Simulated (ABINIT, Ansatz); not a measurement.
# Converging GW for KCdF3 (Pm-3m) in ABINIT

What does each rung of G0W0 on KCdF3 (Pm-3m) cost, and what does it buy?

Calculated with ABINIT 10.8.3; LDA and many-body steps on it, plane waves.

## 1. Set-up

The structure is cubic, space group Pm-3m (No. 221). The conventional cell has a = 4.382 Å, b = 4.382 Å, c = 4.382 Å, α = 90.00°, β = 90.00°, γ = 90.00°. Nearest to K lie 12 F at 3.10 Å. Nearest to Cd lie 6 F at 2.19 Å. F has 2 Cd at 2.19 Å and 4 K at 3.10 Å nearest. Farther neighbours and most contacts between anions are not listed.

The cell and positions are those that the Materials Project relaxed with its own functionals (PBE, PBE+U or r2SCAN), kept fixed.

## 2. Empty states on the mesh, 2×2×2 mesh, 177 bands

This step: ABINIT 10.8.3; DFT, LDA, plane waves, norm-conserving pseudopotentials.

The sums over transitions need many empty states on a uniform mesh; this step solves for them.

Contents of run.abi:

```
acell 3*1.0 Angstrom
rprim 
  4.382089020000 0.000000000000 0.000000000000
  0.000000000000 4.382089020000 0.000000000000
  0.000000000000 0.000000000000 4.382089020000
ntypat 3
znucl 19 48 9
natom 5
typat 1 2 3 3 3
xred 
  0.000000000000 0.000000000000 0.000000000000
  0.500000000000 0.500000000000 0.500000000000
  0.000000000000 0.500000000000 0.500000000000
  0.500000000000 0.000000000000 0.500000000000
  0.500000000000 0.500000000000 0.000000000000
pp_dirpath "pseudos"
pseudos "K.upf, Cd.upf, F.upf"
ecut 47
ngkpt 2 2 2
nshiftk 1
shiftk 0 0 0
kptopt 1
chksymbreak 0
iscf -2
irdden 1
istwfk *1
nband 177
nbdbuf 16
tolwfr 1e-09
nstep 60
prtvol 0
indata_prefix "in"
outdata_prefix "out"
tmpdata_prefix "tmp"
```

Launch:

```console
$ OMP_NUM_THREADS=1 mpirun -n 4 abinit run.abi > log
```

Numbers of over 12 decimals in the logs are rounded to 6 here.

Log:

```text
.Version 10.8.3 of ABINIT. v10.8.2 released Aug 2026.

 Symmetries : space group Pm -3 m (#221); Bravais cP (primitive cubic)
[... echo of the input left out ...]
== DATASET  1 ==================================================================
-   mpi_nproc: 4, omp_nthreads: 1 (-1 if OMP is not activated)

--- !DatasetInfo
iteration_state: {dtset: 1, }
dimensions: {natom: 5, nkpt: 4, mband: 177, nsppol: 1, nspinor: 1, nspden: 1, mpw: 8778, }
cutoff_energies: {ecut:  47.0, pawecutdg:  -1.0, }
[...]
2.84603    2.84603    2.85364    2.85364    2.85364    2.90841    2.91020    2.91020
   2.91020    2.91273    2.91273    2.91273    2.93330    2.93338    2.95710    2.95710
   2.95712
 prteigrs : prtvol=0 or 1, do not print more k-points.

== END DATASET(S) ==============================================================
================================================================================

 -outvars: echo values of variables after computation  --------
            nband         177
             nkpt           4
          spgroup         221
 [... the other variables as echoed above ...]

 Calculation completed.
```

Run time: 2.1 min. Hardware: 4 MPI ranks of Arm Neoverse N1, shared host; peak memory 0.47 GiB.

This step gave:

```yaml
gap: 2.829 eV
k_of_the_valence_top: 0.5, 0.5, 0.5
k_of_the_conduction_bottom: 0, 0, 0
least_direct_gap: 4.618 eV
k_points_computed: 4
lowest_point_of_the_top_converged_band_above_the_valence_top: 73.5546 eV
```

On this mesh the gap is 2.829 eV.

The density comes from a self-consistent run that is not shown.

## 3. Screening, 2×2×2 mesh, 42 bands, screening to 62.6 eV

The RPA dielectric matrix is built and inverted for each q.

This step: RPA screening on LDA, plane waves, norm-conserving pseudopotentials.

Changes to run.abi since step 2:

```diff
@@ -23,10 +23,11 @@
 chksymbreak 0
-iscf -2
-irdden 1
 istwfk *1
-nband 177
-nbdbuf 16
-tolwfr 1e-09
-nstep 60
-prtvol 0
+occopt 1
+irdwfk 1
+optdriver 3
+nband 42
+ecuteps 2.3
+inclvkb 2
+awtr 1
+symchi 1
 indata_prefix "in"
```

Log:

```text
.Version 10.8.3 of ABINIT. v10.8.2 released Aug 2026.

 Symmetries : space group Pm -3 m (#221); Bravais cP (primitive cubic)
[... echo of the input left out ...]
== DATASET  1 ==================================================================
-   mpi_nproc: 4, omp_nthreads: 1 (-1 if OMP is not activated)

--- !DatasetInfo
iteration_state: {dtset: 1, }
dimensions: {natom: 5, nkpt: 4, mband: 42, nsppol: 1, nspinor: 1, nspden: 1, mpw: 8778, }
cutoff_energies: {ecut:  47.0, pawecutdg:  -1.0, }
electrons: {nelect:   5.00000000E+01, charge:   0.00000000E+00, occopt:   1.00000000E+00, tsmear:   1.00000000E-02, }

 SCREENING: Calculation of the susceptibility and dielectric matrices

 Based on a program developped by R.W. Godby, V. Olevano, G. Onida, and L. Reining.
 Incorporated in ABINIT by V. Olevano, G.-M. Rignanese, and M. Torrent.
.Using double precision arithmetic ; gwpc =  8

[... cell and pseudopotentials left out ...]
--------------------------------------------------------------------------------

 ==== K-mesh for the wavefunctions ====
 Number of points in the irreducible wedge :     4
[... list of points left out ...]
 Together with 48 symmetry operations and time-reversal symmetry
 yields     8 points in the full Brillouin Zone.

 ==== Q-mesh for the screening function ====
 Number of points in the irreducible wedge :     4
[... list of points left out ...]
 Together with 48 symmetry operations and time-reversal symmetry
 yields     8 points in the full Brillouin Zone.

 setmesh: FFT mesh size selected  =    32x   32x   32
          total number of points  =        32768

 vcoul_init : cutoff-mode = AUXILIARY_FUNCTION
 q-points for optical limit:   1
     1)      0.000010    0.000020    0.000030

- screening: taking advantage of time-reversal symmetry
- Maximum band index for partially occupied states nbvw = 25
- Remaining bands to be divided among processors   nbcw = 17
- Number of bands treated by each node ~4

 Number of electrons calculated from density =   50.0000; Expected =   50.0000
 average of density, n =  0.088050
 r_s =    1.3944
 omega_plasma =   28.6234 [eV]

 calculating chi0 at frequencies [eV] :
  1    0.000000E+00    0.000000E+00
  2    0.000000E+00    2.862335E+01

--------------------------------------------------------------------------------
  q-point number  1        q = ( 0.000000, 0.000000, 0.000000) [r.l.u.]
--------------------------------------------------------------------------------
[... chi0 elements left out ...]
 For q-point:  0.000010 0.000020 0.000030
  dielectric constant =   2.1779
  dielectric constant without local fields =   2.2590

  Average fulfillment of the sum rule on Im[epsilon] for q-point    1 :     13.98  [%]
[... wings left out ...]
  q-point number  2        q = ( 0.500000, 0.000000, 0.000000) [r.l.u.]
--------------------------------------------------------------------------------
[... chi0 elements left out ...]
  Average fulfillment of the sum rule on Im[epsilon] for q-point    2 :     20.10  [%]

 [... 2 further q-points ...]
```

It took 11 s on 4 MPI ranks; peak memory 0.78 GiB.

Numbers from this step:

- ε∞ with local fields, on this mesh, along the program's q direction: 2.178
- the same without local fields: 2.259
- plasma frequency: 28.62 eV
- plane waves in the screening matrix: 81

Local fields lower ε∞ by 4 %. On a Γ-centred mesh this coarse the value itself is usually too large, while a short band sum pulls it down.

## 4. 42 bands, 62.6 eV

The self-energy is evaluated for the states that the input lists, and the levels follow from it, in one-shot runs by the linearised quasiparticle equation.

This step: G0W0 on LDA, plane waves, norm-conserving pseudopotentials.

Changes to run.abi since step 3:

```diff
@@ -26,8 +26,17 @@
 irdwfk 1
-optdriver 3
+optdriver 4
 nband 42
+gwcalctyp 0
+ecutsigx 47
+symsigma 1
+nkptgw 2
+kptgw 
+  0.5000000000 0.5000000000 0.5000000000
+  0.0000000000 0.0000000000 0.0000000000
+bdgw 
+  24 28
+  23 28
 ecuteps 2.3
-inclvkb 2
-awtr 1
-symchi 1
+irdscr 1
+ppmodel 1
 indata_prefix "in"
```

Log:

```text
.Version 10.8.3 of ABINIT. v10.8.2 released Aug 2026.

 Symmetries : space group Pm -3 m (#221); Bravais cP (primitive cubic)
[... echo of the input left out ...]
== DATASET  1 ==================================================================
-   mpi_nproc: 4, omp_nthreads: 1 (-1 if OMP is not activated)

--- !DatasetInfo
iteration_state: {dtset: 1, }
dimensions: {natom: 5, nkpt: 4, mband: 42, nsppol: 1, nspinor: 1, nspden: 1, mpw: 8778, }
cutoff_energies: {ecut:  47.0, pawecutdg:  -1.0, }
electrons: {nelect:   5.00000000E+01, charge:   0.00000000E+00, occopt:   1.00000000E+00, tsmear:   1.00000000E-02, }

 SIGMA: Calculation of the GW corrections

 Based on a program developped by R.W. Godby, V. Olevano, G. Onida, and L. Reining.
 Incorporated in ABINIT by V. Olevano, G.-M. Rignanese, and M. Torrent.
.Using double precision arithmetic ; gwpc =  8

[... cell and pseudopotentials left out ...]
--------------------------------------------------------------------------------

 ==== K-mesh for the wavefunctions ====
 Number of points in the irreducible wedge :     4
[... list of points left out ...]
 Together with 48 symmetry operations and time-reversal symmetry
 yields     8 points in the full Brillouin Zone.

 ==== Q-mesh for screening function ====
 Number of points in the irreducible wedge :     4
[... list of points left out ...]
 Together with 48 symmetry operations and time-reversal symmetry
 yields     8 points in the full Brillouin Zone.

 vcoul_init : cutoff-mode = AUXILIARY_FUNCTION
 q-points for optical limit:   1
     1)      0.000010    0.000020    0.000030
 setmesh: FFT mesh size selected  =    54x   54x   54
          total number of points  =       157464

 Number of electrons calculated from density =   50.0000; Expected =   50.0000
 average of density, n =  0.088050
 r_s =    1.3944
 omega_plasma =   28.6234 [eV]

 === KS Band Gaps ===
  >>>> For spin  1
   Minimum direct gap =   4.6176 [eV], located at k-point      :   0.0000  0.0000  0.0000
   Fundamental gap    =   2.8288 [eV], Top of valence bands at :   0.5000  0.5000  0.5000
                                       Bottom of conduction at :   0.0000  0.0000  0.0000
 SIGMA fundamental parameters:
 PLASMON POLE MODEL  1
 number of plane-waves for SigmaX                 8733
 number of plane-waves for SigmaC and W             81
 number of plane-waves for wavefunctions          8733
 number of bands                                    42
 number of independent spin polarizations            1
 number of spinorial components                      1
 number of k-points in IBZ                           4
 number of q-points in IBZ                           4
 number of symmetry operations                      48
 number of k-points in BZ                            8
 number of q-points in BZ                            8
 number of frequencies for dSigma/dE                 9
 frequency step for dSigma/dE [eV]                0.25
 number of omega for Sigma on real axis              0
 max omega for Sigma on real axis  [eV]           0.00
 zcut for avoiding poles [eV]                     0.10

 EPSILON^-1 parameters (SCR file):
 dimension of the eps^-1 matrix on file             81
 dimension of the eps^-1 matrix used                81
 number of plane-waves for wavefunctions          8733
 number of bands                                    42
 number of q-points in IBZ                           4
 number of frequencies                               2
 number of real frequencies                          1
 number of imag frequencies                          1

 matrix elements of self-energy operator (all in [eV])

 Perturbative Calculation

--- !SelfEnergy_ee
iteration_state: {dtset: 1, }
kpoint     : [   0.500,    0.500,    0.500, ]
spin       : 1
KS_gap     :    7.513
QP_gap     :   12.531
Delta_QP_KS:    5.018
data: !SigmaeeData |
     Band     E0 <VxcDFT>   SigX SigC(E0)      Z dSigC/dE  Sig(E)    E-E0       E
       24   1.503 -25.696 -32.242   4.179   0.815  -0.227 -27.625  -1.929  -0.426
       25   1.503 -25.696 -32.242   4.179   0.815  -0.227 -27.625  -1.929  -0.426
       26   9.015 -10.695  -5.052  -2.149   0.884  -0.131  -7.605   3.089  12.105
       27   9.015 -10.695  -5.052  -2.149   0.884  -0.131  -7.605   3.089  12.105
       28   9.015 -10.695  -5.052  -2.149   0.884  -0.131  -7.605   3.089  12.105

--- !SelfEnergy_ee
iteration_state: {dtset: 1, }
kpoint     : [   0.000,    0.000,    0.000, ]
spin       : 1
KS_gap     :    4.618
QP_gap     :    9.220
Delta_QP_KS:    4.602
data: !SigmaeeData |
     Band     E0 <VxcDFT>   SigX SigC(E0)      Z dSigC/dE  Sig(E)    E-E0       E
       23  -0.286 -21.815 -29.294   4.996   0.779  -0.284 -23.749  -1.934  -2.220
       24  -0.286 -21.815 -29.294   4.996   0.779  -0.284 -23.749  -1.934  -2.220
       25  -0.286 -21.815 -29.294   4.996   0.779  -0.284 -23.749  -1.934  -2.220
       26   4.331 -12.205  -7.019  -2.156   0.881  -0.135  -9.536   2.669   7.000
       27   9.542  -9.378  -3.862  -2.047   0.900  -0.112  -6.257   3.121  12.664
       28   9.542  -9.378  -3.862  -2.047   0.900  -0.112  -6.257   3.121  12.664

== END DATASET(S) ==============================================================
================================================================================

 -outvars: echo values of variables after computation  --------
           etotal      0.0000000000E+00
            nband          42
             nkpt           4
          spgroup         221
 [... the other variables as echoed above ...]

 Calculation completed.
```

Elapsed: 7.1 s, on 4 MPI ranks; peak memory 1 GiB.

Numbers from this step:

* G0W0 gap on the points computed: 7.426 eV
* starting gap on the mesh: 2.829 eV
* k of the valence top: 0.5, 0.5, 0.5
* k of the conduction bottom: 0, 0, 0
* Z at the valence top: 0.815
* Z at the conduction bottom: 0.881
* least direct G0W0 gap on the computed points: 9.22 eV

The gap on the mesh goes from 2.83 eV to 7.43 eV, a correction of +4.60 eV.

## 5. Screening, 2×2×2 mesh, 80 bands, screening to 114.3 eV

This step: RPA screening on LDA, plane waves, norm-conserving pseudopotentials.

Changes to run.abi since step 4:

```diff
@@ -26,17 +26,8 @@
 irdwfk 1
-optdriver 4
-nband 42
-gwcalctyp 0
-ecutsigx 47
-symsigma 1
-nkptgw 2
-kptgw 
-  0.5000000000 0.5000000000 0.5000000000
-  0.0000000000 0.0000000000 0.0000000000
-bdgw 
-  24 28
-  23 28
-ecuteps 2.3
-irdscr 1
-ppmodel 1
+optdriver 3
+nband 80
+ecuteps 4.2
+inclvkb 2
+awtr 1
+symchi 1
 indata_prefix "in"
```

Log:

```text
.Version 10.8.3 of ABINIT. v10.8.2 released Aug 2026.

 Symmetries : space group Pm -3 m (#221); Bravais cP (primitive cubic)
[... echo of the input left out ...]
== DATASET  1 ==================================================================
-   mpi_nproc: 4, omp_nthreads: 1 (-1 if OMP is not activated)

--- !DatasetInfo
iteration_state: {dtset: 1, }
dimensions: {natom: 5, nkpt: 4, mband: 80, nsppol: 1, nspinor: 1, nspden: 1, mpw: 8778, }
cutoff_energies: {ecut:  47.0, pawecutdg:  -1.0, }
electrons: {nelect:   5.00000000E+01, charge:   0.00000000E+00, occopt:   1.00000000E+00, tsmear:   1.00000000E-02, }

 SCREENING: Calculation of the susceptibility and dielectric matrices

 Based on a program developped by R.W. Godby, V. Olevano, G. Onida, and L. Reining.
 Incorporated in ABINIT by V. Olevano, G.-M. Rignanese, and M. Torrent.
.Using double precision arithmetic ; gwpc =  8

[... cell and pseudopotentials left out ...]
--------------------------------------------------------------------------------

 ==== K-mesh for the wavefunctions ====
 Number of points in the irreducible wedge :     4
[... list of points left out ...]
 Together with 48 symmetry operations and time-reversal symmetry
 yields     8 points in the full Brillouin Zone.

 ==== Q-mesh for the screening function ====
 Number of points in the irreducible wedge :     4
[... list of points left out ...]
 Together with 48 symmetry operations and time-reversal symmetry
 yields     8 points in the full Brillouin Zone.

 setmesh: FFT mesh size selected  =    36x   36x   36
          total number of points  =        46656

 vcoul_init : cutoff-mode = AUXILIARY_FUNCTION
 q-points for optical limit:   1
     1)      0.000010    0.000020    0.000030

- screening: taking advantage of time-reversal symmetry
- Maximum band index for partially occupied states nbvw = 25
- Remaining bands to be divided among processors   nbcw = 55
- Number of bands treated by each node ~13

 Number of electrons calculated from density =   50.0000; Expected =   50.0000
 average of density, n =  0.088050
 r_s =    1.3944
 omega_plasma =   28.6234 [eV]

 calculating chi0 at frequencies [eV] :
  1    0.000000E+00    0.000000E+00
  2    0.000000E+00    2.862335E+01

--------------------------------------------------------------------------------
  q-point number  1        q = ( 0.000000, 0.000000, 0.000000) [r.l.u.]
--------------------------------------------------------------------------------
[... chi0 elements left out ...]
 For q-point:  0.000010 0.000020 0.000030
  dielectric constant =   2.3045
  dielectric constant without local fields =   2.4362

  Average fulfillment of the sum rule on Im[epsilon] for q-point    1 :     31.79  [%]
[... wings left out ...]
  q-point number  2        q = ( 0.500000, 0.000000, 0.000000) [r.l.u.]
--------------------------------------------------------------------------------
[... chi0 elements left out ...]
  Average fulfillment of the sum rule on Im[epsilon] for q-point    2 :     39.24  [%]

 [... 2 further q-points ...]
```

Wall time 27 s (4 MPI ranks); peak memory 1.1 GiB.

This step gave:

```yaml
eps_infinity_with_local_fields_on_this_mesh_along_the_program_s_q_direction: 2.304
the_same_without_local_fields: 2.436
plasma_frequency: 28.62 eV
plane_waves_in_the_screening_matrix: 251
```

(Continued in part 2 of 2.)

[Paths, hosts, dates, memory and timing lines, banners, echoed tables and standing remarks are left out of the program output.]

[Logs are printed without paths, hosts, clocks, repeated set-up lines and the standing remarks that a program may print on its own settings, such as how far it seeks lower states.]

[Runs of the session that timed out or met a known fault of the program may be left out.]

[Hosts, paths, dates, database ids (printed as entryN), source tags and the programs' standing remarks are cut or masked in the printed files.]

[G0W0 gaps are taken among the corrected bands and points alone; a level outside them can change the order at an edge.]

[Where Ansatz stands beside ABINIT at settings called matched, ABINIT's density can come from a denser mesh and the files from another edition; pairs whose starting gaps differed by over 0.03 eV were left out, so agreement reads better than it is.]
